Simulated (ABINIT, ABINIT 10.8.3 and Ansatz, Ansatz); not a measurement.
# CdS (Hawleyite): Bethe-Salpeter spectra with ABINIT

Aim: the absorption spectrum of CdS (Hawleyite) with electron-hole interaction, and what each part of the kernel does.

Main program and level: ABINIT 10.8.3 and Ansatz 0.2.0; PBE and many-body steps on it, plane waves.

Report form: the programs' logs are mostly left out.

## Step 1: Starting point

Symmetry: F-43m, No. 216, cubic system. Conventional cell: a = 5.833 Å, b = 5.833 Å, c = 5.833 Å, α = 90.00°, β = 90.00°, γ = 90.00°. Nearest to Cd lie 4 S at 2.53 Å. Nearest to S lie 4 Cd at 2.53 Å. Farther neighbours and most contacts between anions are not listed.

The cell and positions come from the Crystallography Open Database and are kept as given unless a step says otherwise.

## Step 2: Empty states on the mesh, 4×4×4 mesh, 119 bands

This step: ABINIT 10.8.3; DFT, PBE, plane waves, norm-conserving pseudopotentials.

The sums over transitions need many empty states on a uniform mesh; this step solves for them.

run.abi reads:

```
acell 3*1.0 Angstrom
rprim 
  -0.000000000000 2.916500000000 2.916500000000
  2.916500000000 -0.000000000000 2.916500000000
  2.916500000000 2.916500000000 -0.000000000000
ntypat 2
znucl 48 16
natom 2
typat 1 2
xred 
  0.000000000000 0.000000000000 0.000000000000
  0.250000000000 0.250000000000 0.250000000000
pp_dirpath "pseudos"
pseudos "Cd.upf, S.upf"
ecut 47
ngkpt 4 4 4
nshiftk 1
shiftk 0 0 0
kptopt 1
chksymbreak 0
iscf -2
irdden 1
istwfk *1
nband 119
nbdbuf 10
tolwfr 1e-09
nstep 60
prtvol 0
indata_prefix "in"
outdata_prefix "out"
tmpdata_prefix "tmp"
```

Run with:

```bash
$ OMP_NUM_THREADS=1 mpirun -n 8 abinit run.abi > log
```

Wall time 21 s (8 MPI ranks of Intel Xeon 6975P-C (Granite Rapids), shared host); peak memory 0.74 GiB.

Numbers from this step:

- gap: 1.145 eV
- k of the valence top: 0, 0, 0
- k of the conduction bottom: 0, 0, 0
- least direct gap: 1.145 eV
- k points computed: 8
- lowest point of the top converged band, above the valence top: 82.0309 eV

On this mesh the gap is 1.145 eV.

The density comes from a self-consistent run that is not shown.

## Step 3: Screening, 4×4×4 mesh, 109 bands, screening to 149.7 eV

The RPA dielectric matrix is built and inverted for each q.

This step: RPA screening on PBE, plane waves, norm-conserving pseudopotentials.

run.abi: that of step 2 with these lines changed.

```diff
@@ -20,10 +20,11 @@
 chksymbreak 0
-iscf -2
-irdden 1
 istwfk *1
-nband 119
-nbdbuf 10
-tolwfr 1e-09
-nstep 60
-prtvol 0
+occopt 1
+irdwfk 1
+optdriver 3
+nband 109
+ecuteps 5.5
+inclvkb 2
+awtr 1
+symchi 1
 indata_prefix "in"
```

Wall time 20 s (8 MPI ranks); peak memory 2.1 GiB; 2.6 min of CPU time.

This step gave:

```
ε∞ with local fields, on this mesh, along the program's q direction : 11.07
the same without local fields                                       : 11.78
plasma frequency                                                    : 26.88 eV
plane waves in the screening matrix                                 : 181
```

Local fields lower ε∞ by 6 %. On a Γ-centred mesh this coarse the value itself is usually too large, while a short band sum pulls it down.

## Step 4: Self-energy, 4×4×4 mesh, 109 bands, screening to 149.7 eV

The self-energy is evaluated for the states that the input lists, and the levels follow from it, in one-shot runs by the linearised quasiparticle equation.

This step: G0W0 on PBE, plane waves, norm-conserving pseudopotentials.

run.abi: that of step 3 with these lines changed.

```diff
@@ -23,8 +23,15 @@
 irdwfk 1
-optdriver 3
+optdriver 4
 nband 109
+gwcalctyp 0
+ecutsigx 47
+symsigma 1
+nkptgw 1
+kptgw 
+  0.0000000000 0.0000000000 0.0000000000
+bdgw 
+  11 17
 ecuteps 5.5
-inclvkb 2
-awtr 1
-symchi 1
+irdscr 1
+ppmodel 1
 indata_prefix "in"
```

It took 3.7 s on 8 MPI ranks; peak memory 1.4 GiB; 27 s of CPU time.

Numbers from this step:

| Property | Result |
| --- | --- |
| G0W0 gap on the points computed | 2.071 eV |
| starting gap on the mesh | 1.145 eV |
| k of the valence top | 0, 0, 0 |
| k of the conduction bottom | 0, 0, 0 |
| least direct G0W0 gap on the computed points | 2.071 eV |

The gap on the mesh goes from 1.14 eV to 2.07 eV, a correction of +0.93 eV.

The gap opens by 0.926 eV; the next steps shift the empty bands rigidly by 0.926 eV.

## Step 5: Excitons

Optical absorption needs the electron-hole interaction, solved here in a basis of vertical transitions on the mesh.

This step: Bethe-Salpeter equation on PBE with a scissors shift, plane waves, norm-conserving pseudopotentials.

run.abi: that of step 4 with these lines changed.

```diff
@@ -23,15 +23,17 @@
 irdwfk 1
-optdriver 4
-nband 109
-gwcalctyp 0
-ecutsigx 47
-symsigma 1
-nkptgw 1
-kptgw 
-  0.0000000000 0.0000000000 0.0000000000
-bdgw 
-  11 17
-ecuteps 5.5
+optdriver 99
+bs_calctype 1
+mbpt_sciss 0.926 eV
+bs_loband 11
+nband 15
+bs_exchange_term 1
+bs_coulomb_term 11
+bs_coupling 0
+bs_algorithm 1
+bs_freq_mesh 0 8 0.05 eV
+zcut 0.15 eV
+ecuteps 4
+ecutwfn 23.5
+inclvkb 2
 irdscr 1
-ppmodel 1
 indata_prefix "in"
```

The job ended after 5 s (8 MPI ranks; peak memory 0.69 GiB; 38 s of CPU time).

This step gave:

```yaml
direct_gap_of_the_transition_levels: 2.071 eV
transitions_in_the_window: 384
first_strong_exciton_over_a_fiftieth_of_the_strongest_listed: 1.826 eV
lowest_state: 1.826 eV
binding_of_the_lowest_state_below_the_direct_gap: 0.2452 eV
coulomb_term_of_one_mesh_cell: 0.2512 eV
```

The binding is 0.98 times the screened Coulomb term of one mesh cell (0.25 eV), so it is not shown settled.

The lowest state lies at 1.826 eV, 0.245 eV under the direct gap.

Lines within 3 meV are set at the lowest of them, and the highest group, which the list may cut short, is left out. Exciton lines, with heights relative to the strongest:

| position (eV) | lines merged | oscillator strength, relative |
| --- | --- | --- |
| 1.826 | 2 | 100 |
| 1.831 | 1 | 50 |
| 3.748 | 1 | 41 |
| 3.756 | 2 | 77 |
| 3.854 | 3 | 0.0 |
| 3.871 | 2 | 0.0 |

The ε₂ has structure finer than the step of the table below, so its rows give means over 0.25 eV, whole bins alone (the curve runs from 0 to 7.95 eV). Peaks (eV: height): BSE 1.850: 22.6, 3.750: 18.6, 4.450: 6.45, 6.200: 12.4; no electron-hole interaction 2.050: 19.2, 4.100: 14.6, 4.700: 7.52, 6.500: 18.1; Kohn-Sham, no shift 1.150: 19.5, 3.200: 14.3, 3.750: 7.53, 5.550: 18.3, 7.450: 6.26.

Mean over the three Cartesian directions of q; broadening 0.15 eV; transition window only. Limits: finite bands, cutoff and mesh; no spin-orbit coupling; coarse k mesh; exciton not shown settled in the k mesh. Table of ε₂ by photon energy; means over each step:

| photon energy (eV) | BSE | no electron-hole interaction | Kohn-Sham, no shift |
| --- | --- | --- | --- |
| 0.25 | 0.100 | 0.0605 | 0.339 |
| 0.50 | 0.223 | 0.131 | 0.919 |
| 0.75 | 0.406 | 0.226 | 2.63 |
| 1.00 | 0.742 | 0.377 | 10.9 |
| 1.25 | 1.55 | 0.663 | 13.1 |
| 1.50 | 4.51 | 1.36 | 3.37 |
| 1.75 | 16.9 | 4.00 | 1.35 |
| 2.00 | 11.3 | 14.6 | 0.870 |
| 2.25 | 3.00 | 9.19 | 0.808 |
| 2.50 | 1.43 | 2.47 | 1.05 |
| 2.75 | 1.07 | 1.18 | 2.06 |
| 3.00 | 1.18 | 0.859 | 7.10 |
| 3.25 | 1.97 | 0.876 | 11.1 |
| 3.50 | 5.79 | 1.25 | 4.83 |
| 3.75 | 15.3 | 2.81 | 6.47 |
| 4.00 | 6.47 | 10.0 | 3.12 |
| 4.25 | 4.13 | 8.69 | 1.91 |
| 4.50 | 5.23 | 4.99 | 3.33 |
| 4.75 | 2.24 | 6.01 | 4.21 |
| 5.00 | 2.14 | 2.41 | 7.16 |
| 5.25 | 4.09 | 2.06 | 7.90 |
| 5.50 | 4.47 | 3.94 | 15.2 |
| 5.75 | 7.39 | 4.53 | 11.2 |
| 6.00 | 8.48 | 7.81 | 5.76 |
| 6.25 | 10.9 | 9.19 | 4.20 |
| 6.50 | 6.11 | 15.8 | 3.09 |
| 6.75 | 3.76 | 9.28 | 3.70 |
| 7.00 | 2.93 | 4.90 | 3.47 |
| 7.25 | 2.47 | 3.81 | 3.48 |
| 7.50 | 3.01 | 3.14 | 5.88 |
| 7.75 | 2.63 | 3.94 | 4.40 |

## Step 6: Triplet (no exchange term)

run.abi: that of step 5 with these lines changed.

```diff
@@ -28,3 +28,3 @@
 nband 15
-bs_exchange_term 1
+bs_exchange_term 0
 bs_coulomb_term 11
@@ -32,3 +32,3 @@
 bs_algorithm 1
-bs_freq_mesh 0 8 0.05 eV
+bs_freq_mesh 0 6 0.05 eV
 zcut 0.15 eV
```

It took 5.6 s on 8 MPI ranks; peak memory 0.69 GiB.

The lowest triplet lies at 1.805 eV; triplets are dark, so no spectrum is read.

## Step 7: Beyond Tamm-Dancoff

run.abi: that of step 6 with these lines changed.

```diff
@@ -28,5 +28,5 @@
 nband 15
-bs_exchange_term 0
+bs_exchange_term 1
 bs_coulomb_term 11
-bs_coupling 0
+bs_coupling 1
 bs_algorithm 1
```

Run time: 7 s. Hardware: 8 MPI ranks; peak memory 0.69 GiB.

Numbers from this step:

```yaml
direct_gap_of_the_transition_levels: 2.071 eV
transitions_in_the_window: 384
lowest_state: 1.83 eV
binding_of_the_lowest_state_below_the_direct_gap: 0.2410 eV
coulomb_term_of_one_mesh_cell: 0.2512 eV
```

The binding is 0.96 times the screened Coulomb term of one mesh cell (0.25 eV), so it is not shown settled.

The lowest state lies at 1.830 eV, 0.241 eV under the direct gap.

## Step 8: Dielectric constant by perturbation theory

This step: Ansatz 0.2.0; DFT, PBE, linear response to an electric field, plane waves, PAW.

The response to a uniform field gives ε∞, a yardstick for the screening that GW builds on its mesh.

input.yaml reads:

```yaml
crystal:
  lattice:
    - [0.0, 2.9165, 2.9165]
    - [2.9165, 0.0, 2.9165]
    - [2.9165, 2.9165, 0.0]
  atoms:
    - { symbol: Cd, position: [0.0, 0.0, 0.0] }
    - { symbol: S, position: [0.25, 0.25, 0.25] }
kpoints:
  mp_grid: { grid: [6, 6, 6] }
hamiltonian:
  xc: pbe
scf:
  occupations: { method: fixed }
dielectric: {}
```

Run with:

```bash
$ ansatz run input.yaml --threads 8 --pin off --max-ram 18432MiB --backend cpu --events-out ev --progress --plain --runs-dir out
```

Elapsed: 3.5 s, on 8 threads; peak memory 0.54 GiB.

The field response gives a mean ε∞ of 6.15, which the model screening below takes as its input.

## Step 9: Model screening

This step: ABINIT 10.8.3; Bethe-Salpeter equation on PBE with a scissors shift, plane waves, norm-conserving pseudopotentials.

run.abi: that of step 7 with these lines changed.

```diff
@@ -29,6 +29,6 @@
 bs_exchange_term 1
-bs_coulomb_term 11
-bs_coupling 1
-bs_algorithm 1
-bs_freq_mesh 0 6 0.05 eV
+bs_coulomb_term 21
+bs_coupling 0
+bs_algorithm 2
+bs_freq_mesh 0 8 0.05 eV
 zcut 0.15 eV
@@ -37,3 +37,6 @@
 inclvkb 2
-irdscr 1
+mdf_epsinf 6.15
+irdden 1
+bs_haydock_niter 300
+bs_haydock_tol -0.02 0
 indata_prefix "in"
```

Run with:

```bash
$ OMP_NUM_THREADS=1 mpirun -n 8 abinit run.abi > log
```

Run time: 3.8 s. Hardware: 8 MPI ranks; peak memory 0.68 GiB; 28 s of CPU time.

This step gave:

| Property | Result |
| --- | --- |
| direct gap of the transition levels | 2.071 eV |
| transitions in the window | 384 |
| Coulomb term of one mesh cell | 0.4524 eV |

The ε₂ has structure finer than the step of the table below, so its rows give means over 0.25 eV, whole bins alone (the curve runs from 0 to 7.95 eV). Peaks (eV: height): BSE 1.650: 21.9, 3.600: 17.8, 4.250: 6.95, 6.000: 13.2; no electron-hole interaction 2.050: 19.2, 4.100: 14.6, 4.700: 7.52, 6.500: 18.1; Kohn-Sham, no shift 1.150: 19.5, 3.200: 14.3, 3.750: 7.53, 5.550: 18.3, 7.450: 6.26.

Mean over the three Cartesian directions of q; broadening 0.15 eV; transition window only. Limits: finite bands, cutoff and mesh; no spin-orbit coupling; coarse k mesh; exciton not shown settled in the k mesh. The ε₂ by photon energy; means over each step:

| photon energy (eV) | BSE | no electron-hole interaction | Kohn-Sham, no shift |
| --- | --- | --- | --- |
| 0.25 | 0.133 | 0.0605 | 0.339 |
| 0.50 | 0.304 | 0.131 | 0.919 |
| 0.75 | 0.588 | 0.226 | 2.63 |
| 1.00 | 1.21 | 0.377 | 10.9 |
| 1.25 | 3.22 | 0.663 | 13.1 |
| 1.50 | 13.0 | 1.36 | 3.37 |
| 1.75 | 14.3 | 4.00 | 1.35 |
| 2.00 | 3.69 | 14.6 | 0.870 |
| 2.25 | 1.54 | 9.19 | 0.808 |
| 2.50 | 1.04 | 2.47 | 1.05 |
| 2.75 | 1.03 | 1.18 | 2.06 |
| 3.00 | 1.49 | 0.859 | 7.10 |
| 3.25 | 3.49 | 0.876 | 11.1 |
| 3.50 | 12.5 | 1.25 | 4.83 |
| 3.75 | 9.86 | 2.81 | 6.47 |
| 4.00 | 4.31 | 10.0 | 3.12 |
| 4.25 | 5.95 | 8.69 | 1.91 |
| 4.50 | 2.77 | 4.99 | 3.33 |
| 4.75 | 1.95 | 6.01 | 4.21 |
| 5.00 | 3.73 | 2.41 | 7.16 |
| 5.25 | 4.22 | 2.06 | 7.90 |
| 5.50 | 7.19 | 3.94 | 15.2 |
| 5.75 | 7.42 | 4.53 | 11.2 |
| 6.00 | 12.0 | 7.81 | 5.76 |
| 6.25 | 7.34 | 9.19 | 4.20 |
| 6.50 | 4.43 | 15.8 | 3.09 |
| 6.75 | 3.27 | 9.28 | 3.70 |
| 7.00 | 2.49 | 4.90 | 3.47 |
| 7.25 | 2.95 | 3.81 | 3.48 |
| 7.50 | 2.91 | 3.14 | 5.88 |
| 7.75 | 2.65 | 3.94 | 4.40 |

## Step 10: Empty states on the mesh, 6×6×6 mesh, 27 bands

This step: DFT, PBE, plane waves, norm-conserving pseudopotentials.

run.abi reads:

```
acell 3*1.0 Angstrom
rprim 
  -0.000000000000 2.916500000000 2.916500000000
  2.916500000000 -0.000000000000 2.916500000000
  2.916500000000 2.916500000000 -0.000000000000
ntypat 2
znucl 48 16
natom 2
typat 1 2
xred 
  0.000000000000 0.000000000000 0.000000000000
  0.250000000000 0.250000000000 0.250000000000
pp_dirpath "pseudos"
pseudos "Cd.upf, S.upf"
ecut 47
ngkpt 6 6 6
nshiftk 1
shiftk 0.11 0.21 0.31
kptopt 3
chksymbreak 0
iscf -2
irdden 1
istwfk *1
nband 27
nbdbuf 4
tolwfr 1e-09
nstep 60
prtvol 0
indata_prefix "in"
outdata_prefix "out"
tmpdata_prefix "tmp"
```

The job ended after 53 s (8 MPI ranks; peak memory 1.1 GiB).

This step gave:

- gap: 1.340 eV
- k of the valence top: 0.0183, 0.035, 0.0517
- k of the conduction bottom: 0.0183, 0.035, 0.0517
- least direct gap: 1.340 eV
- k points computed: 216
- lowest point of the top converged band, above the valence top: 13.53 eV

On this mesh the gap is 1.340 eV.

## Step 11: Denser, shifted k mesh (6×6×6)

This step: Bethe-Salpeter equation on PBE with a scissors shift, plane waves, norm-conserving pseudopotentials.

run.abi: that of step 10 with these lines changed.

```diff
@@ -20,10 +20,23 @@
 chksymbreak 0
-iscf -2
+istwfk *1
+occopt 1
+irdwfk 1
+optdriver 99
+bs_calctype 1
+mbpt_sciss 0.926 eV
+bs_loband 11
+nband 15
+bs_exchange_term 1
+bs_coulomb_term 21
+bs_coupling 0
+bs_algorithm 2
+bs_freq_mesh 0 8 0.05 eV
+zcut 0.15 eV
+ecuteps 3
+ecutwfn 23.5
+inclvkb 2
+mdf_epsinf 6.15
 irdden 1
-istwfk *1
-nband 27
-nbdbuf 4
-tolwfr 1e-09
-nstep 60
-prtvol 0
+bs_haydock_niter 300
+bs_haydock_tol -0.02 0
 indata_prefix "in"
```

Wall time 27 s (8 MPI ranks); peak memory 3.4 GiB; 3.5 min of CPU time.

Numbers from this step:

```
direct gap of the transition levels : 2.266 eV
transitions in the window           : 1296
Coulomb term of one mesh cell       : 0.3016 eV
```

## Step 12: Empty states on the mesh, 8×8×8 mesh, 27 bands

This step: DFT, PBE, plane waves, norm-conserving pseudopotentials.

run.abi reads:

```
acell 3*1.0 Angstrom
rprim 
  -0.000000000000 2.916500000000 2.916500000000
  2.916500000000 -0.000000000000 2.916500000000
  2.916500000000 2.916500000000 -0.000000000000
ntypat 2
znucl 48 16
natom 2
typat 1 2
xred 
  0.000000000000 0.000000000000 0.000000000000
  0.250000000000 0.250000000000 0.250000000000
pp_dirpath "pseudos"
pseudos "Cd.upf, S.upf"
ecut 47
ngkpt 8 8 8
nshiftk 1
shiftk 0.11 0.21 0.31
kptopt 3
chksymbreak 0
iscf -2
irdden 1
istwfk *1
nband 27
nbdbuf 4
tolwfr 1e-09
nstep 60
prtvol 0
indata_prefix "in"
outdata_prefix "out"
tmpdata_prefix "tmp"
```

Elapsed: 2.1 min, on 8 MPI ranks; peak memory 1.7 GiB.

Numbers from this step:

```
gap                                                           : 1.260 eV
k of the valence top                                          : 0.0138, 0.0263, 0.0388
k of the conduction bottom                                    : 0.0138, 0.0263, 0.0388
least direct gap                                              : 1.260 eV
k points computed                                             : 512
lowest point of the top converged band, above the valence top : 13.44 eV
```

On this mesh the gap is 1.260 eV.

(Part 1 of 2 ends here.)

[Paths, hosts, dates, memory and timing lines, banners, echoed tables and standing remarks are left out of the program output.]

[Logs are printed without paths, hosts, clocks, repeated set-up lines and the standing remarks that a program may print on its own settings, such as how far it seeks lower states.]

[Runs of the session that timed out or met a known fault of the program may be left out.]

[No measured gap is set beside runs whose start may be inverted or whose files or cutoffs have a known fault.]

[Hosts, paths, dates, database ids (printed as entryN), source tags and the programs' standing remarks are cut or masked in the printed files.]

[G0W0 gaps are taken among the corrected bands and points alone; a level outside them can change the order at an edge.]

[Where Ansatz stands beside ABINIT at settings called matched, ABINIT's density can come from a denser mesh and the files from another edition; pairs whose starting gaps differed by over 0.03 eV were left out, so agreement reads better than it is.]
